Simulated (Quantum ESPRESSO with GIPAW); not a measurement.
# ZnSe (Stilleite): how strain moves the 77Se line

GIPAW runs (PBEsol, plane-wave PAW from pslibrary 1.0.0 recipes, cutoffs 65 and 390 Ry, one 11×11×11 mesh for all shielding runs; Quantum ESPRESSO with GIPAW, a patched development version; no spin-orbit coupling, no macroscopic shape term) on ZnSe (Stilleite), space group F-43m before straining. The cell below is strained equally along all axes, and the atoms keep their fractional coordinates.

```xyz
2
Lattice="0.0000 2.8338 2.8338 2.8338 0.0000 2.8338 2.8338 2.8338 0.0000" Properties=species:S:1:pos:R:3 pbc="T T T"
Se    1.4169    1.4169    1.4169
Zn    0.0000    0.0000    0.0000
```

The cell is an entry of the Crystallography Open Database.

The bonds are those of Se (atom 1; bound to Zn4). One row is withheld.

| strain (%) | mean bond (Å) | σ_iso Se (ppm) | σ_iso Zn (ppm) |
| --- | --- | --- | --- |
| -2 | 2.4051 | 1760.99 | 1198.19 |
| -1.5 | 2.4173 | 1733.51 | 1219.79 |
| -1 | 2.4296 | 1704.70 | 1241.16 |
| 0 | 2.4541 | 1642.18 | 1283.22 |
| +0.5 | 2.4664 | 1607.87 | 1303.92 |
| +1 | 2.4787 | ? | ? |
| +2 | 2.5032 | 1488.03 | 1364.83 |

**Task.** Fit σ_iso of Se against strain, judge whether a straight line is enough, and predict the withheld row at +1 %.

1. With n = 6: Σx = -2.000, Σy = 9937.28, Σx² = 11.5000, Σxy = -4046.950.

2. Slope b = (nΣxy − ΣxΣy)/(nΣx² − (Σx)²) = -67.80 ppm per %, intercept a = (Σy − bΣx)/n = 1633.61 ppm.

3. Residuals (run less line), in the order of the table: -8.23, -1.81, +3.29, +8.57, +8.16, -9.98 ppm. They bend in one sense; the largest is 3.7 % of the range of σ, so a quadratic term is needed: σ = 1642.09 − 67.973 x − 4.454 x², with residuals of 0.91 ppm or less.

4. At +1 % (inside the fitted range) the line gives 1565.81 ppm and the parabola 1569.66 ppm.

5. The run gives:

| strain (%) | mean bond (Å) | σ_iso Se (ppm) | σ_iso Zn (ppm) |
| --- | --- | --- | --- |
| +1 | 2.4787 | 1571.07 | 1324.41 |

Prediction less run: the line misses by -5.26 ppm, the parabola by -1.41 ppm. By the parabola, a strain of +1 % changes σ of Se by -72.43 ppm and one of −1 % by +63.52 ppm; the mean slope is -67.80 ppm per %, or 28 ppm for 0.01 Å of mean bond length. The shift moves the opposite way, scaled by the slope of a reference line. Over the table σ of Zn goes from 1198.19 to 1364.83 ppm. Zero strain is the database's lattice, not this functional's rest cell, and neither cutoff nor mesh was tested for the slopes. The omitted shape term, common to all sites, changes with strain too. This build of gipaw.x prints that it is not audited and that its numbers are no references by themselves.

[Banner, clock, file and message-heading lines were taken out of the pw.x and gipaw.x logs.]

[Logs are printed without paths, hosts, clocks, repeated set-up lines and the standing remarks that a program may print on its own settings, such as how far it seeks lower states.]

[Hosts, paths, dates, database ids (printed as entryN), source tags and the programs' standing remarks are cut or masked in the printed files.]
